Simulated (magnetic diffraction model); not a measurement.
# Cs2CoSiS4 below its ordering temperature

Space group I-42m (no. 121), a = 6.0790 Å, c = 11.9470 Å.

```csv
site,atom,x,y,z
4d,Cs,1/2,0,1/4
2a,Co,0,0,0
8i,S,0.2297,0.7703,0.3788
2b,Si,1/2,1/2,0
```

This is a made-up structure (elements placed in a structure type, unrelaxed), so the numbers test the method and describe no known phase.

Only Co is taken to order (form factors of Co2+); orders and moment sizes are assumed, and not adapted to the symmetry. Radiation: neutrons of λ = 4.2 Å, 8° to 100°; isotropic B of 0.29 Å² (Cs), 0.54 Å² (Co), 0.47 Å² (S) and 0.43 Å² (Si). Simulated constant-wavelength pattern: nuclear and magnetic terms add, the magnetic one as |2.695 fm × Σ f S⊥ exp(2πi Q·r) exp(−B s²)|², summed over all Q at one angle with the factor 1/(sin²θ cos θ). For collinear order S is the moment m, which repeats by lattice and centring translations R with the sign exp(−2πi k·R). Free-ion form factors, Sears's scattering lengths of 1992, no absorption; a label names one of the reflections at its angle. The strongest nuclear line in the range is 100, and lines under 0.2 are left out.

Above the ordering temperature:

```
2θ (°)    index      I
 41.16  (0 0 2)    2.0
 45.61  (1 0 1)    3.6
 58.49  (1 1 0)    2.6
 74.01  (1 1 2)  100.0
 87.40  (2 0 0)    4.1
 89.35  (0 0 4)    1.8
```

Below it (cell unchanged):

```tsv
2θ (°)	I
41.16	9.4
45.61	18.1
58.49	6.3
74.01	106.2
78.16	7.2
87.40	5.8
89.35	3.5
```

**Question.** Find the propagation vector, then choose among these models:
A. collinear moments along [111], 2.81 μB on Co
B. collinear moments along [100], 2.81 μB on Co
C. collinear moments along [001], 2.81 μB on Co

No line moves, and magnetic intensity falls on nuclear lines such as the one at 45.61°, so the magnetic cell equals the chemical primitive cell: k = 0.

Magnetic intensity, observed (below minus above) and for each model:

| 2θ (°) | index | observed | A | B | C |
| --- | --- | --- | --- | --- | --- |
| 41.16 | (0 0 2) | 7.4 | 2.5 | 7.4 | <0.2 |
| 45.61 | (1 0 1) | 14.5 | 17.5 | 14.5 | 19.1 |
| 58.49 | (1 1 0) | 3.6 | 6.0 | 3.6 | 7.3 |
| 74.01 | (1 1 2) | 6.2 | 6.1 | 6.2 | 6.1 |
| 78.16 | (1 0 3) | 7.1 | 4.1 | 7.1 | 2.5 |
| 87.40 | (2 0 0) | 1.7 | 2.9 | 1.7 | 3.4 |
| 89.35 | (0 0 4) | 1.7 | 0.6 | 1.7 | <0.2 |

Model B matches.

The structure used: k = (0 0 0), collinear moments along [100], 2.81 μB on Co.

[Logs are printed without paths, hosts, clocks, repeated set-up lines and the standing remarks that a program may print on its own settings, such as how far it seeks lower states.]
